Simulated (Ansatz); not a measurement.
# SrLiBr3 (built on the sites of a database entry of BaLiF3): following an unstable mode, part 2 of 2

Wanted: the energy along a soft mode of SrLiBr3 (built on the sites of a database entry of BaLiF3) and the structure at the end.

Ansatz 0.2.0; DFT LDA, scalar-relativistic, plane waves, norm-conserving pseudopotentials.

So far, highest frequency on the path or at a solved wavevector (cm⁻¹): step 2 (the dispersion) 380. Also lowest frequency on the path (cm⁻¹): step 2 -84.9.

The structure was built from a prototype and need not be the compound's stable phase.

## (6) Relaxation from the frozen mode

Starting from the lowest point found, all atoms and the cell are let go, so that strain and other modes of the same symmetry can join in.

Input file input.yaml:

```yaml
crystal:
  lattice:
    - [-4.9372379283, 0.0, 0.0]
    - [0.0, -4.9372379283, -4.9372379283]
    - [0.0, -4.9372379283, 4.9372379283]
  atoms:
    - { symbol: Sr, position: [0.0, 0.5, 0.5] }
    - { symbol: Sr, position: [0.0, 0.0, 0.0] }
    - { symbol: Li, position: [0.5, 0.0, 0.5] }
    - { symbol: Li, position: [0.5, 0.5, 0.0] }
    - { symbol: Br, position: [0.0, 0.0, 0.5] }
    - { symbol: Br, position: [0.0, 0.5, 0.0] }
    - { symbol: Br, position: [0.5, 0.3107627188, 0.3107627188] }
    - { symbol: Br, position: [0.5, 0.6892372812, 0.6892372812] }
    - { symbol: Br, position: [0.5, 0.1892372812, 0.8107627188] }
    - { symbol: Br, position: [0.5, 0.8107627188, 0.1892372812] }
kpoints:
  mp_grid: { grid: [4, 4, 4] }
hamiltonian:
  xc: lda
  pseudopotentials: { kind: nc }
scf:
  occupations: { method: fixed }
output:
  forces: true
  stress: true
  eigenvalues: true
  write_density: true
  write_potential: true
  elf: true
  volumetric_format: npy
relax:
  adjacent_minimum: "off"
  f_tol: 0.002
  max_steps: 120
  cell: { stress_tol: 0.03 }
```

Started as:

```
$ ansatz run input.yaml --threads 8 --pin off --max-ram 14336MiB --backend cpu --events-out ev --progress --plain --runs-dir out
```

Numbers of over 12 decimals in the logs are rounded to 6 here.

What it wrote:

```text
[...]
Crystal: 10 atoms, lattice volume = 240.703 Å³
Basis set: ecut = 1006.821291 eV, 17457 PW (Γ)
Bands: 44, of which v1, the nominal top of the filled ones, is band 34 counted from 1 (33 counted from 0)
Symmetry: 16 space group operations
[...]
k-points: 18 of 64
[...]
SCF iter   1: F=—  HF=-4849.919262 eV  |F-HF|=—  |Δ(HF+E_count)|=         —  Δρ=3.43e-2  dr2=5.21e0  ethr=3.10e-3  ⟨swp⟩=8.7  Hψ=3979  notcnv=0  defer=122
[...]
SCF iter   8: F=-4847.528113 eV  HF=-4847.528113 eV  |F-HF|=1.39e-9  |Δ(HF+E_count)|=   2.68e-8  Δρ=1.43e-6  dr2=6.81e-9  ethr=1.47e-10  ⟨swp⟩=24.9  Hψ=9103  notcnv=0
SCF 1 converged in 8 iterations: F = -4847.528113 eV  dr2 = 6.81e-9
relax step   1: F+E_penalty+E_count = -4847.52811285 eV  Δ(F+E_penalty+E_count) = +0.000e0 eV  max|allowed force component| = 2.188e-1 eV/Å  Δτ_max = 0.0000 Å  P = +0.658 GPa  Ω = 240.703 Å³  (8 SCF iters, dr2 threshold 1.00e-7 eV, accepted)
Crystal: 10 atoms, lattice volume = 246.796 Å³
Basis set: ecut = 1006.821291 eV, 17883 PW (Γ)
[...]
iter 1 solved again at ethr=2.05e-5 eV; its pass at ethr=3.10e-3 eV (dr2=1.40e-2 eV) is discarded
[...]
SCF iter   5: F=-4847.582709 eV  HF=-4847.582709 eV  |F-HF|=3.26e-8  |Δ(HF+E_count)|=   1.65e-8  Δρ=1.08e-5  dr2=2.80e-7  ethr=1.47e-9  ⟨swp⟩=23.6  Hψ=9176  notcnv=0
SCF 2 converged in 5 iterations: F = -4847.582709 eV  dr2 = 2.80e-7
relax step   2: F+E_penalty+E_count = -4847.58270865 eV  Δ(F+E_penalty+E_count) = -5.460e-2 eV  max|allowed force component| = 1.852e-1 eV/Å  Δτ_max = 0.1581 Å  P = +0.158 GPa  Ω = 246.796 Å³  energy of the carried Pulay correction = -1.857e-4 eV  (5 SCF iters, dr2 threshold 1.00e-6 eV, accepted)
Crystal: 10 atoms, lattice volume = 245.946 Å³
Basis set: ecut = 1006.821291 eV, 17859 PW (Γ)
[...]
SCF iter   4: F=-4847.599915 eV  HF=-4847.599915 eV  |F-HF|=6.09e-8  |Δ(HF+E_count)|=   1.19e-7  Δρ=1.49e-5  dr2=5.87e-7  ethr=1.47e-9  ⟨swp⟩=21.1  Hψ=9643  notcnv=0
SCF 3 converged in 4 iterations: F = -4847.599915 eV  dr2 = 5.87e-7
  Residual-converged pass: ⟨swp⟩=1.0  Hψ=864  notcnv=0  max |occ|·‖R‖ = 7.1e-9 eV (tolerance 1.0e-8 eV)  dr2=5.87e-7  max |Δocc| = 0.0e0
relax step   3: F+E_penalty+E_count = -4847.59991543 eV  Δ(F+E_penalty+E_count) = -1.721e-2 eV  max|allowed force component| = 1.875e-2 eV/Å  Δτ_max = 0.0609 Å  P = +0.042 GPa  Ω = 245.946 Å³  energy of the carried Pulay correction = -1.600e-4 eV  (4 SCF iters, dr2 threshold 1.00e-6 eV, accepted)
[...]
relax step   4: F+E_penalty+E_count = -4847.60084211 eV  Δ(F+E_penalty+E_count) = -9.267e-4 eV  max|allowed force component| = 1.618e-3 eV/Å  Δτ_max = 0.0080 Å  P = +0.008 GPa  Ω = 246.235 Å³  energy of the carried Pulay correction = -1.688e-4 eV  (4 SCF iters, dr2 threshold 1.29e-7 eV, accepted)
[...]
relax step   5: F+E_penalty+E_count = -4847.60110017 eV  Δ(F+E_penalty+E_count) = -2.581e-4 eV  max|allowed force component| = 5.450e-3 eV/Å  Δτ_max = 0.0020 Å  P = -0.009 GPa  Ω = 246.257 Å³  energy of the carried Pulay correction = -1.694e-4 eV  (4 SCF iters, dr2 threshold 3.68e-8 eV, accepted)
[...]
relax step   6: F+E_penalty+E_count = -4847.60118650 eV  Δ(F+E_penalty+E_count) = -8.633e-5 eV  max|allowed force component| = 2.696e-4 eV/Å  Δτ_max = 0.0016 Å  P = +0.004 GPa  Ω = 246.023 Å³  energy of the carried Pulay correction = -1.624e-4 eV  (4 SCF iters, dr2 threshold 3.31e-9 eV, accepted)
[...]
SCF iter   1: F=—  HF=-4847.601636 eV  |F-HF|=—  |Δ(HF+E_count)|=         —  Δρ=2.97e-5  dr2=9.30e-8  ethr=8.59e-7  ⟨swp⟩=4.6  Hψ=5712  notcnv=0  defer=144
eigensolver tolerance schedule: the retry pair's looser diagonalisation over-reported the residual by 6278.85 of it (diagonalisation noise at an unbounded share of the residual, at the tolerance the schedule requests for it); recorded, not acted on — ethr = c·dr2/N_el stays at c = 1.0e-1
[...]
SCF iter   2: F=—  HF=-4847.601423 eV  |F-HF|=—  |Δ(HF+E_count)|=   2.13e-4  Δρ=1.46e-5  dr2=2.21e-8  ethr=1.37e-10  ⟨swp⟩=4.3  Hψ=2243  notcnv=0  defer=144
[...]
SCF iter   5: F=-4847.601423 eV  HF=-4847.601423 eV  |F-HF|=1.82e-12  |Δ(HF+E_count)|=  2.91e-11  Δρ=5.30e-8  dr2=5.44e-12  ethr=1.00e-12  ⟨swp⟩=23.4  Hψ=7826  notcnv=0
SCF 7 converged in 5 iterations: F = -4847.601423 eV  dr2 = 5.44e-12
relax step   7: F+E_penalty+E_count = -4847.60142270 eV  Δ(F+E_penalty+E_count) = -2.362e-4 eV  max|allowed force component| = 2.644e-4 eV/Å  Δτ_max = 0.0000 Å  P = +0.006 GPa  Ω = 246.023 Å³  stress off target by 1.08e-2 GPa  SCF on the basis re-selected at this cell (its energy is not comparable with the rows above)  (5 SCF iters)
basis re-selected at this cell: Δ(F+E_penalty+E_count) = -2.362e-4 eV, ΔP = +0.002 GPa vs the last step (what re-selecting the basis moved, of the pressure what is left beyond the Pulay correction that the steps carried, after the strain that the cell walked since its last selection, with what the two solves' SCF thresholds leave and, on support functions, any second-order correction that the steps lacked; it is no m [...]
SCF converged after 5 iterations
Free energy (F): -4847.601423 eV
[...]
Internal energy: -4847.601423 eV  (E = F + TS)
E sigma→0 (E₀):  -4847.601423 eV
Fermi energy:    4.480866 eV
[...]
--- Forces (eV/Å), atoms counted from 1 ---
  atom   1  Sr     0.00000000    -0.00000000    -0.00000000
  atom   2  Sr     0.00000000     0.00000000    -0.00000000
  atom   3  Li    -0.00000000    -0.00000000     0.00000000
  atom   4  Li     0.00000000    -0.00000000    -0.00000000
  atom   5  Br     0.00000000     0.00000000     0.00000000
  atom   6  Br     0.00000000    -0.00000000    -0.00000000
  atom   7  Br     0.00000000     0.00026442     0.00000000
  atom   8  Br    -0.00000000    -0.00026442    -0.00000000
  atom   9  Br    -0.00000000    -0.00000000    -0.00026442
  atom  10  Br     0.00000000     0.00000000     0.00026442
  max |Σ_I F_I| component: 6.94e-18 eV/Å
--- Stress (GPa, compression-positive) ---
        0.010840      -0.000000      -0.000000
       -0.000000       0.003922      -0.000000
       -0.000000      -0.000000       0.003922
  P = ⅓ Tr σ = 0.0062 GPa (0.062 kbar)
--- Band table (eV; the first three rows and the last of 18) ---
  k-point 0: bands = [... 30 lower, 3.9897, 4.0332, 4.4809, 4.4809, 7.5873, 8.1663, 9.0932, 9.0932, ... 6 higher]
  k-point 1: bands = [... 30 lower, 3.8862, 3.8950, 4.0751, 4.3897, 8.1089, 8.4905, 9.2524, 9.2677, ... 6 higher]
  k-point 2: bands = [... 30 lower, 3.6863, 3.6863, 4.1321, 4.1321, 8.9076, 8.9076, 9.3124, 9.3124, ... 6 higher]
  k-point 17: bands = [... 30 lower, 3.9022, 3.9022, 4.2240, 4.2240, 9.5642, 9.5642, 9.8351, 9.8351, ... 6 higher]
--- Relaxed structure (6 steps of the walk, 6 accepted, 1 SCFs on fresh bases) ---
  F+E_penalty+E_count = -4847.60142270 eV   max|allowed force component| = 2.644e-4 eV/Å   (the final SCF, on the basis selected at the relaxed cell)
  cell:  # Å, volume = 246.0227 Å³
    - [-5.055993, 0, 0]
    - [0, -4.932526, -4.932526]
    - [0, -4.932526, 4.932526]
  atoms:
    - { symbol: Sr, position: [0, 0.5, 0.5] }
    - { symbol: Sr, position: [0, -5.709519552023959e-19, 0] }
    - { symbol: Li, position: [0.5, 0.0, 0.5] }
    - { symbol: Li, position: [0.5, 0.5, 0.0] }
    - { symbol: Br, position: [0, 0.0, 0.5] }
    - { symbol: Br, position: [0, 0.5, 0.0] }
    - { symbol: Br, position: [0.5, 0.321460, 0.321460] }
    - { symbol: Br, position: [0.5, 0.678540, 0.678540] }
    - { symbol: Br, position: [0.5, 0.178540, 0.821460] }
    - { symbol: Br, position: [0.5, 0.821460, 0.178540] }
```

Elapsed: 50 s, on 8 threads of Intel Xeon Platinum 8488C (Sapphire Rapids), shared host; peak memory 2.1 GiB.

The steps of the relaxation:

```
step  energy less that of the first step (eV)  largest force component (eV/Å)  pressure (GPa)  volume (Å³)
   1                                   0.0000                          0.2188            0.66       240.70
   2                                  -0.0546                          0.1852            0.16       246.80
   3                                  -0.0718                          0.0187            0.04       245.95
   4                                  -0.0727                          0.0016            0.01       246.23
   5                                  -0.0730                          0.0054           -0.01       246.26
   6                                  -0.0731                          0.0003            0.00       246.02
  7*                                  -0.0733                          0.0003            0.01       246.02
```

Relaxation steps marked * repeat the geometry before them on a plane-wave basis chosen anew for their cell, so energy and pressure can jump there.

The run keeps the 16 symmetry operations that it works with, so distortions that break them were not tested.

```
     cell as run  before  after  change
           a (Å)   4.937  5.056  +2.4 %
           b (Å)   6.982  6.976  -0.1 %
           c (Å)   6.982  6.976  -0.1 %
volume (Å³/atom)   24.07  24.60  +2.2 %
```

The atoms that moved most (Å, as changes of fractional coordinates times the final cell):

```
atom     dx      dy      dz  length
 Br7  0.000  -0.106   0.000   0.106
 Br9  0.000   0.000   0.106   0.106
Br10  0.000   0.000  -0.106   0.106
 Br8  0.000   0.106   0.000   0.106
```

Final coordinates:

```
Sr Li Br
1.0
    -5.05599    0.00000    0.00000
     0.00000   -4.93253   -4.93253
     0.00000   -4.93253    4.93253
Sr Li Br
2 2 6
Direct
  0.00000 0.50000 0.50000
  0.00000 0.00000 0.00000
  0.50000 0.00000 0.50000
  0.50000 0.50000 0.00000
  0.00000 0.00000 0.50000
  0.00000 0.50000 0.00000
  0.50000 0.32146 0.32146
  0.50000 0.67854 0.67854
  0.50000 0.17854 0.82146
  0.50000 0.82146 0.17854
```

This step gave:

```
pressure          : 0.006228 GPa
gap on the k-mesh : 3.106 eV
volume per atom   : 24.60 Å³
```

Valence density in the ac plane at fractional y = 0.000, with atoms of Sr and Li and Br within 0.2 Å of it. It is the smooth field of the valence electrons, not physical close to the nuclei.

Ten steps, logarithmic in the rise over the least value, from '_' (0 e/Å³) to '@' (11 e/Å³), each cell a mean:
```
++**++::____________..--****
**++--..__........____::==**
----..____..::::....____::--
..________..::::....________
__________........__________
....________....________....
----::..______________..::--
++++--::____..::..__..::==++
--++==--..::##%%==....--++==
..====--..::%%@@++..::==++--
==++==::....==++::__..--==++
====--..______________::--==
::::..__________________..::
..__________......__________
__________....::....________
::..______..::::....____..::
++==::..__..........__..--++
****==..____......__..--++**
--**++::____________..==**++
```
Columns run along a (5.1 Å), rows up along c (7.0 Å). Atoms in or near the plane, at fractional coordinates: Sr at (0.00, 0.00), Li at (0.50, 0.50), Br at (0.00, 0.50).

Electrostatic potential energy in the ac plane at fractional y = 0.000, with atoms of Sr and Li and Br within 0.2 Å of it. With pseudopotentials it is smooth inside the atoms' cores, unlike the true potential.

Ten even steps from '_' (-119 eV) to '@' (10 eV), each cell a mean:
```
__::##@@@@@@@@@@@@@@@@%%++__
++##%%@@@@@@@@@@@@@@@@@@%%**
%%%%@@@@@@@@@@@@@@@@@@@@@@%%
@@@@@@@@@@@@@@@@@@@@@@@@@@@@
@@@@@@@@@@@@@@@@@@@@@@@@@@@@
@@@@@@@@@@@@@@@@@@@@@@@@@@@@
@@@@@@@@@@@@@@@@@@@@@@@@@@@@
++##@@@@@@@@@@@@@@@@@@@@%%**
__==%%@@@@@@%%##%%@@@@@@**::
__--%%@@@@@@####%%@@@@@@**..
--**%%@@@@@@%%%%@@@@@@@@##==
%%%%@@@@@@@@@@@@@@@@@@@@@@%%
@@@@@@@@@@@@@@@@@@@@@@@@@@@@
@@@@@@@@@@@@@@@@@@@@@@@@@@@@
@@@@@@@@@@@@@@@@@@@@@@@@@@@@
@@@@@@@@@@@@@@@@@@@@@@@@@@@@
##%%@@@@@@@@@@@@@@@@@@@@%%##
..==%%@@@@@@@@@@@@@@@@%%##::
__..##@@@@@@@@@@@@@@@@%%++__
```
Columns run along a (5.1 Å; values clipped at the 3rd and 97th percentile), rows up along c (7.0 Å). Atoms in or near the plane, at fractional coordinates: Sr at (0.00, 0.00), Li at (0.50, 0.50), Br at (0.00, 0.50).

ELF in the ac plane at fractional y = 0.000, with atoms of Sr and Li and Br within 0.2 Å of it. It is the smooth field of the valence electrons, not physical close to the nuclei.

Ten even steps from '0' (0.27 × 1e-1) to '9' (9.79 × 1e-1), each cell a mean:
```
37820111100585
88511345420278
65102566641036
10003566641000
11001455431001
65200133210146
88630000001478
78861012004788
16872189405883
05883199605881
57872046205886
88741000002688
87410011100267
32101244320013
00002566541000
32003567641013
87301466530168
68720233210487
06830000000682
```
Columns run along a (5.1 Å), rows up along c (7.0 Å). Atoms in or near the plane, at fractional coordinates: Sr at (0.00, 0.00), Li at (0.50, 0.50), Br at (0.00, 0.50).

The distorted start has space group P4/mbm; the relaxation ends in P4/mbm.

## (7) The phases reached

The phases reached along the modes that were followed are set side by side.

Energies are those of the first relaxation, on the mesh of the frozen mode; space group, volume and gap are those of the last relaxation. Phases, by row:

```
                  mode frozen in  space group  energy from parent (meV/atom)  volume (Å³/atom)  gap on mesh (eV)  lowest zone-centre optical mode (cm⁻¹)  largest shift (Å)
                          parent        Pm-3m                              0             24.07             2.683                                       –                  –
q = (-0.5, -0.5, -0.5), 85i cm⁻¹       I4/mcm                         -91.05             24.57              3.22                                       –              0.711
q = (-0.5, -0.5, -0.5), 85i cm⁻¹         R-3c                         -109.1             24.86             3.432                                       –              0.671
q = (-0.5, -0.5, -0.5), 85i cm⁻¹         Imma                         -119.9             25.48             3.711                                       –              0.818
   q = (0, -0.5, -0.5), 82i cm⁻¹       P4/mbm                         -85.26              24.6             3.106                                       –              0.705
```

## (8) Summary of results

```json
{
 "unstable mode of the parent": "q = (0, -0.5, -0.5), 82i cm⁻¹",
 "depth at the lowest point sampled": "77.9 meV/atom",
 "largest atomic shift at that point": "0.6 Å",
 "space group reached (within 0.01 Å)": "P4/mbm",
 "energy gained over the parent (first relaxation, on the mesh of the frozen mode)": "85.3 meV/atom",
 "volume per atom, phase reached": "24.6 Å³",
 "gap on the k-mesh, phase reached": "3.11 eV"
}
```

Along this mode the structure falls into P4/mbm, 85.3 meV/atom below the parent. At the parent's cell the well is 77.93 meV/atom deep on the steps tried, with its lowest point at a shift of 0.6 Å. That is the last step tried, so the steps alone don't bracket the bottom of the well. Relaxing atoms and cell changes the gain by +7.33 meV/atom against the lowest step (energies at zero smearing). The modes of the phase reached were not computed on this path. Of the 4 patterns followed to their end from this parent, this one ends 34.7 meV/atom above the lowest, Imma. Each path keeps the symmetry of its pattern, so a lower phase may lie along a pattern not tried. The starting cell was built on a prototype and not taken from a measurement, so the phase need not exist.

[Logs are printed without paths, hosts, clocks, repeated set-up lines and the standing remarks that a program may print on its own settings, such as how far it seeks lower states.]

[Hosts, paths, dates, database ids (printed as entryN), source tags and the programs' standing remarks are cut or masked in the printed files.]
